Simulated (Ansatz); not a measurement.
**Quasiparticle gap of Ga2S3 (Cc)**

How far does one-shot GW move the LDA gap of Ga2S3 (Cc)?

Main program and level: Ansatz 0.2.0; LDA, then G0W0 on it, plane waves, PAW.

### 1. Set-up

The structure is monoclinic, space group Cc (No. 9). Conventional cell: a = 11.107 Å, b = 6.395 Å, c = 7.021 Å, α = 90.00°, β = 121.17°, γ = 90.00°. Nearest to Ga lie 4 S at 2.19 to 2.33 Å. Nearest to Ga lie 4 S at 2.20 to 2.32 Å. S has 2 Ga at 2.19 to 2.20 Å nearest. Nearest to S lie 3 Ga at 2.31 to 2.32 Å. Nearest to S lie 3 Ga at 2.31 to 2.33 Å. Farther neighbours and most contacts between anions are not listed.

The cell and positions come from the Crystallography Open Database and are kept as given unless a step says otherwise.

The logs state that the PAW files were generated under PBE.

### 2. Bands along the symmetry lines

Levels along a band path and on the mesh show where this functional puts the band edges.

This step: DFT, LDA, plane waves, PAW; PAW set soft_1.

input.yaml reads:

```yaml
crystal:
  lattice:
    - [5.5535, -3.1975, 0.0]
    - [5.5535, 3.1975, 0.0]
    - [-3.6339226554, 0.0, 6.0074160114]
  atoms:
    - { symbol: Ga, position: [0.63979, 0.44447, 0.12512] }
    - { symbol: Ga, position: [0.44447, 0.63979, 0.62512] }
    - { symbol: Ga, position: [0.2682, 0.13232, 0.11559] }
    - { symbol: Ga, position: [0.13232, 0.2682, 0.61559] }
    - { symbol: S, position: [0.9089, 0.0811, 0.9838] }
    - { symbol: S, position: [0.0811, 0.9089, 0.4838] }
    - { symbol: S, position: [0.4303, 0.2453, 0.4999] }
    - { symbol: S, position: [0.2453, 0.4303, 0.9999] }
    - { symbol: S, position: [0.5901, 0.7581, 0.0084] }
    - { symbol: S, position: [0.7581, 0.5901, 0.5084] }
kpoints:
  mp_grid: { grid: [4, 4, 4] }
  band_path:
    path:
      - [[0.0, 0.0, 0.0], [-0.36320096, 0.36320096, 0.0]]
      - [[-0.63679904, -0.36320096, 0.0], [-0.5, -0.5, 0.0], [0.0, 0.0, 0.0], [-0.5, -0.5, 0.5], [-0.72948728, -0.27051272, 0.5]]
      - [[-0.27051272, 0.27051272, 0.5], [0.0, 0.0, 0.5], [0.0, 0.0, 0.0]]
      - [[-0.5, 0.0, 0.5], [0.0, 0.0, 0.0], [-0.5, 0.0, 0.0]]
    npoints: 10
hamiltonian:
  xc: lda
  pseudopotentials: { kind: paw, azcp: { folder: soft_1 }, xc_functional: pbe }
scf:
  occupations: { method: fermi_dirac, width: 0.02 }
  n_extra_bands: 7
output:
  eigenvalues: true
  write_density: true
  write_potential: true
  elf: true
  volumetric_format: npy
```

Command:

```
$ ansatz run input.yaml --threads 3 --pin off --max-ram 92160MiB --backend cuda --events-out ev --progress --plain --runs-dir out --devices 1 --max-vram 13GiB
```

Numbers of over 12 decimals in the logs are rounded to 6 here.

Output:

```text
scf.n_extra_bands = 7 over 44 filled bands (N_el = 88.0): the run solves 51 bands
GPUs: using 1 of 1 available (devices: 1).
Engine: ansatz 0.2.0, x86_64-unknown-linux-gnu
Pseudopotentials: kind: paw
Pseudopotential: Ga, paw, valence charge 13, recommended cutoff 420 eV (normal), soft_1/Ga.paw.azcp
Pseudopotential: S, paw, valence charge 6, recommended cutoff 420 eV (normal), soft_1/S.paw.azcp
Functional definition: SPW92
  exchange = slater_x
  correlation = pw_c
device memory: the entry about to start is reckoned to put 3.7 GiB on a device that reports 33.2 GiB free (of which the cap on the GPU budget leaves the run 13.0 GiB)
GPU FFT provider: cuFFT
GPU libraries: cuBLAS 13.8.2, cuFFT 12.4.0, cuSOLVER 12.3.4
Crystal: 10 atoms, lattice volume = 213.351 Å³
Basis set: ecut = 420 eV, 4167 PW (Γ)
Bands: 51, of which v1, the nominal top of the filled ones, is band 44 counted from 1 (43 counted from 0)
Symmetry: 2 space group operations
Space group: Cc (ITA 9), of the structure as read, at distance tolerance 6.0e-5 Å
k-points: 24 of 64 (time reversal used)
Non-local potential: Ga, projectors of the file, l = 0: 2, l = 1: 2, l = 2: 3, l = 3: 1
Non-local potential: S, projectors of the file, l = 0: 2, l = 1: 2, l = 2: 1
PAW form: soft (Blöchl's): semilocal exchange-correlation on the pseudo side does not see the compensation charge
PAW frozen core: Ga, regenerated for the run's functional, and the local potential with it (the file was generated under x = pbe(κ = 0.804, μ = 0.219515), c = pbe(β = 0.066725))
PAW frozen core: S, regenerated for the run's functional, and the local potential with it (the file was generated under x = pbe(κ = 0.804, μ = 0.219515), c = pbe(β = 0.066725))
PAW one-centre angular grid: Ga, 590 points (default); XC on 64 Gauss nodes
PAW one-centre angular grid: S, 110 points (default); XC on 64 Gauss nodes
Initial density: superposition of atomic densities (chi_scale 0.1, normalization cell, long waves kept (reshape's long-wave potential 0.05 eV rms))
Initial wavefunctions: pseudopotential atomic-orbital guess
GPU buffer pool allocated for 97200 grid points (all kernels)
GPU transforms: local potential and band sums: pruned to the plane-wave sphere, on 45×45×48
Functional: x = slater, c = lda
SCF iter   1: F=—  HF=-20053.031610 eV  |F-HF|=—  |Δ(HF+E_count)|=         —  Δρ=4.88e-2  dr2=3.49e0  ethr=3.10e-3  ⟨swp⟩=8.5  Hψ=5631  notcnv=0
preconditioner: auto → Resta (q_TF=auto, 2.354 Å⁻¹)  ε∞=4.0  [insulator: Δε(μ)=1.989 eV  Ē_g=13.800 eV  σ=0.020 eV  W_gap=1.00  n_scr=52 (ndim 8)  ℏωp=23.8 eV  f_vac=0.000  D(μ)=0.00/eV (n_scr^D=0)  ε∞_Penn≈4.0]
SCF iter   2: F=—  HF=-20052.142996 eV  |F-HF|=—  |Δ(HF+E_count)|=   8.89e-1  Δρ=2.29e-2  dr2=8.56e-1  ethr=3.10e-3  ⟨swp⟩=4.0  Hψ=2621  notcnv=0  defer=72
SCF iter   3: F=—  HF=-20051.847070 eV  |F-HF|=—  |Δ(HF+E_count)|=   2.96e-1  Δρ=6.25e-3  dr2=6.83e-2  ethr=9.73e-4  ⟨swp⟩=3.0  Hψ=2438  notcnv=0  defer=72
SCF iter   4: F=—  HF=-20051.796033 eV  |F-HF|=—  |Δ(HF+E_count)|=   5.10e-2  Δρ=2.14e-3  dr2=1.02e-2  ethr=7.77e-5  ⟨swp⟩=3.0  Hψ=2394  notcnv=0  defer=72
SCF iter   5: F=—  HF=-20051.797305 eV  |F-HF|=—  |Δ(HF+E_count)|=   1.27e-3  Δρ=7.62e-4  dr2=1.70e-3  ethr=1.16e-5  ⟨swp⟩=2.0  Hψ=2304  notcnv=0  defer=72
SCF iter   6: F=—  HF=-20051.796973 eV  |F-HF|=—  |Δ(HF+E_count)|=   3.31e-4  Δρ=2.17e-4  dr2=1.48e-4  ethr=1.94e-6  ⟨swp⟩=2.5  Hψ=1939  notcnv=0  defer=72
SCF iter   7: F=—  HF=-20051.797072 eV  |F-HF|=—  |Δ(HF+E_count)|=   9.88e-5  Δρ=8.39e-5  dr2=2.12e-5  ethr=1.69e-7  ⟨swp⟩=2.8  Hψ=2467  notcnv=0  defer=72
SCF iter   8: F=—  HF=-20051.797198 eV  |F-HF|=—  |Δ(HF+E_count)|=   1.26e-4  Δρ=2.50e-5  dr2=1.66e-6  ethr=2.41e-8  ⟨swp⟩=3.0  Hψ=2268  notcnv=0  defer=72
SCF iter   9: F=—  HF=-20051.797199 eV  |F-HF|=—  |Δ(HF+E_count)|=   6.28e-7  Δρ=1.33e-5  dr2=4.33e-7  ethr=1.89e-9  ⟨swp⟩=2.0  Hψ=2208  notcnv=0  defer=72
SCF iter  10: F=-20051.797198 eV  HF=-20051.797199 eV  |F-HF|=5.45e-8  |Δ(HF+E_count)|=   2.23e-7  Δρ=4.10e-6  dr2=2.96e-8  ethr=1.14e-10  ⟨swp⟩=10.9  Hψ=4774  notcnv=0
SCF 1 converged in 10 iterations: F = -20051.797198 eV  dr2 = 2.96e-8
  greatest PAW one-centre occupation: 0.995 electrons in one spin orbital (limit 2), on the Ga atom at site 1 (counted from 0), in its partial waves of l = 2
device memory: the entry about to start is reckoned to put 4.2 GiB on a device that reports 32.3 GiB free (of which the cap on the GPU budget leaves the run 13.0 GiB)
NSCF: frozen V_eff on 94 k-points
SCF converged after 10 iterations
Free energy (F): -20051.797198 eV
Harris-Foulkes:  -20051.797199 eV  (|F-HF|=5.45e-8)
Internal energy: -20051.797198 eV  (E = F + TS)
E sigma→0 (E₀):  -20051.797198 eV
Fermi energy:    6.343821 eV
--- Per-component energies (eV) ---
  E_band       = -377.887656
  E_kinetic    = 1082.678366
  E_local      = -8025.758653  (includes V_loc(G=0)·N_el)
  E_nonlocal   = -145.708453
  E_hartree    = 4573.835717
  E_xc         = -778.694381
  E_vxc        = -720.023014  (∫ρ·V_xc dr)
  E_paw        = -11132.090361  (= ΣΔE_a)
  E_vpaw       = -1716.744318  (= ΣTr[D̂ρ^β])
  E_aug_tail   = -0.000850  (compensation charges beyond the density's cutoff)
  E_ewald      = -5633.891695
  E_core_change = 7.833111  (= ΣΔE_core)
  E_smearing   = -0.000000  (= −TS)
  E_closure    = 0.000000  (closes the sum)
  Σ components = -20051.797198   (vs F -20051.797198, Δ=0.00e0)
--- Band table (eV; the first three rows and the last of 24) ---
  k-point 0: bands = [... 40 lower, 4.4618, 4.8446, 4.9859, 5.5088, 7.1744, 7.7069, 8.5095, 8.7705, ... 3 higher]
  k-point 1: bands = [... 40 lower, 4.4688, 4.4815, 4.8970, 5.1799, 7.8504, 7.9860, 8.7449, 8.8745, ... 3 higher]
  k-point 2: bands = [... 40 lower, 4.3855, 4.3855, 4.9005, 4.9005, 8.2991, 8.2991, 9.0362, 9.0362, ... 3 higher]
  k-point 23: bands = [... 40 lower, 4.0094, 4.0094, 4.9173, 4.9173, 7.8982, 7.8982, 8.7139, 8.7139, ... 3 higher]
```

Run time: 6 s. Hardware: 1 × NVIDIA H100 80GB HBM3 (shared by 6 runs) with 3 threads of AMD EPYC 7R13 (Zen 3), shared host; peak memory 1 GiB; 9.1 s of CPU time.

In the SCF lines HF is the Harris–Foulkes energy and dr2 the Hartree energy of the density residual, in eV; the loop may stop once dr2 is under the threshold and the program's other checks hold. Hψ counts applications of the Hamiltonian.

This step gave:

* filled bands: 44
* gap: 1.666 eV
* valence top at: Γ
* conduction bottom at: Γ
* least direct gap: 1.666 eV

Over mesh and path the gap is 1.666 eV, direct, at k = Γ.

The electronic bands at the labelled points (eV, zero at the top of the highest nominally filled band):

```csv
point,band 41,band 42,band 43,band 44,band 45,band 46,band 47,band 48
Γ,-1.05,-0.66,-0.52,0.00,1.67,2.20,3.00,3.26
halfway,-1.67,-1.10,-0.85,-0.04,2.40,2.51,2.80,3.28
C,-1.53,-1.30,-1.17,-0.22,2.27,2.48,2.59,2.94
jump to C2,-1.53,-1.30,-1.17,-0.22,2.27,2.48,2.59,2.94
halfway,-1.67,-1.47,-1.35,-0.25,2.46,2.67,2.88,3.11
Y2,-1.78,-1.50,-1.48,-0.27,2.50,2.80,3.02,3.34
halfway,-1.43,-1.43,-0.83,-0.18,2.56,2.80,3.12,3.20
Γ,-1.05,-0.66,-0.52,0.00,1.67,2.20,3.00,3.26
halfway,-1.25,-1.19,-0.69,-0.26,2.31,2.84,2.88,3.16
M2,-1.50,-1.50,-0.59,-0.59,2.39,2.39,3.21,3.21
halfway,-1.31,-1.31,-0.61,-0.61,2.39,2.39,2.83,2.83
D,-1.43,-1.43,-0.66,-0.66,2.55,2.55,2.90,2.90
jump to D2,-1.43,-1.43,-0.66,-0.66,2.55,2.55,2.90,2.90
halfway,-1.51,-1.51,-0.71,-0.71,3.09,3.09,3.54,3.54
A,-1.12,-1.12,-0.61,-0.61,2.79,2.79,3.53,3.53
halfway,-1.04,-1.03,-0.61,-0.33,2.34,2.48,3.24,3.37
Γ,-1.05,-0.66,-0.52,0.00,1.67,2.20,3.00,3.26
jump to L2,-1.68,-1.17,-0.95,-0.62,2.37,2.84,3.29,3.40
halfway,-1.53,-1.01,-0.86,-0.27,2.57,2.87,2.93,3.25
Γ,-1.05,-0.66,-0.52,0.00,1.67,2.20,3.00,3.26
halfway,-1.53,-1.11,-0.80,-0.06,2.37,2.58,2.89,3.32
V2,-1.50,-1.37,-1.21,-0.14,2.34,2.44,3.00,3.26
```

Valence density in the ac plane of the conventional cell at fractional y = 0.068, with atoms of Ga and S within 0.2 Å of it. It is the smooth field of the valence electrons, not physical close to the nuclei.

Ten steps, logarithmic in the rise over the least value, from '0' (0 e/Å³) to '9' (30 e/Å³), each cell a mean:
```
2321001233232100012323310001232
3210001233321000012332100001233
2100001122210000012221000001222
0000001121100000012210000001111
0000011221000000122210000000000
0000125631000001465210000000000
0001279831100114896211100000000
1111489721111125884111110000000
1112466311111124532112110000001
1111222111111112111111100000011
1111100111111000001111000000011
0000000011100000000110000000011
0000000000000000000000000000000
0000000000000000000000000000000
0000000100000000000000000000000
1111111111111110010111111000000
2222111111222211111122321000001
3332111123333211111232331000023
2332111123223210012322321000133
```
Columns run along a (11.1 Å), rows up along c (7.0 Å), edges of the conventional cell, whose origin can differ from the input's. Atoms in or near the plane, at fractional coordinates: Ga at (0.54, 0.63), Ga at (0.20, 0.62), S at (0.99, 0.98), S at (0.34, 0.00), S at (0.67, 0.01).

Electrostatic potential energy in the ac plane of the conventional cell at fractional y = 0.068, with atoms of Ga and S within 0.2 Å of it. With pseudopotentials it is smooth inside the atoms' cores, unlike the true potential.

Ten even steps from '_' (-36 eV) to '@' (12 eV), each cell a mean:
```
__..##%%%%%%%%##::______==%%%%%%%%%%++______--%%@@@@@@@@++__..
::**%%@@@@@@%%##--__..++%%@@@@@@@@%%++....==##@@@@@@@@%%++____
##@@@@@@@@@@%%##**++##%%@@@@@@@@@@%%##****%%@@@@@@@@@@%%**==++
@@@@@@@@@@@@%%######%%@@@@@@@@@@%%######%%%%@@@@@@@@@@@@%%%%%%
@@@@@@@@%%##******##%%@@@@@@@@%%##******##%%@@@@@@@@@@@@@@@@@@
@@@@@@@@####%%@@%%**%%@@@@@@%%**%%@@@@**##%%@@@@@@@@@@@@@@@@@@
@@@@@@%%##@@@@@@%%**%%%%%%%%##%%@@@@@@**##%%%%@@@@@@@@@@@@@@@@
@@%%%%##%%@@@@@@**##%%%%%%##**@@@@@@####%%%%%%@@@@@@@@@@@@@@@@
%%%%##**%%@@@@####%%%%%%%%##**%%@@##**######%%@@@@@@@@@@@@@@%%
##%%%%********##%%%%##%%%%##******##%%%%####%%@@@@@@@@@@@@%%##
%%%%%%%%####%%%%%%%%%%%%%%%%%%%%%%%%%%%%%%%%@@@@@@@@@@@@@@%%##
%%@@@@%%%%%%@@@@%%%%%%@@@@@@%%@@@@@@%%%%%%@@@@@@@@@@@@@@@@%%%%
@@@@@@@@@@@@@@@@@@@@@@@@@@@@@@@@@@@@@@@@@@@@@@@@@@@@@@@@@@@@@@
@@@@@@@@@@@@%%%%%%%%@@@@@@@@@@@@@@%%%%%%@@@@@@@@@@@@@@@@@@@@@@
@@@@@@@@@@%%%%####%%@@@@@@@@@@@@%%%%%%%%%%@@@@@@@@@@@@@@@@@@@@
@@%%%%%%%%##****##%%%%%%##%%%%%%######%%%%######%%@@@@@@@@@@@@
**++**####******####++--==**%%%%####%%%%**--::++%%@@@@@@@@@@%%
____==####****####==______++%%%%##%%%%++..____--%%@@@@@@@@##--
..__==########%%++______..**%%%%%%%%**..__..__++%%@@@@@@%%--__
```
Columns run along a (11.1 Å; values clipped at the 3rd and 97th percentile), rows up along c (7.0 Å), edges of the conventional cell, whose origin can differ from the input's. Atoms in or near the plane, at fractional coordinates: Ga at (0.54, 0.63), Ga at (0.20, 0.62), S at (0.99, 0.98), S at (0.34, 0.00), S at (0.67, 0.01).

[end of part 1 of 2]

[Paths, hosts, dates, memory and timing lines, banners, echoed tables and standing remarks are left out of the program output.]

[Logs are printed without paths, hosts, clocks, repeated set-up lines and the standing remarks that a program may print on its own settings, such as how far it seeks lower states.]

[Runs of the session that timed out or met a known fault of the program may be left out.]

[Cells called generated may have been cut or substituted from an entry of the Crystallography Open Database or the Materials Project.]

[Hosts, paths, dates, database ids (printed as entryN), source tags and the programs' standing remarks are cut or masked in the printed files.]

[Where an RPA ε∞ is given, it is that of the G0W0 mesh and is not shown converged in it. Names of k-points follow the symmetry that the program found, which can be lower than the space group named. Band edges on a path are those of the sampled points; other points can move an edge, and change direct to indirect where valleys lie close.]

[Hybrid gaps are those of their k-mesh and are not shown converged in it.]
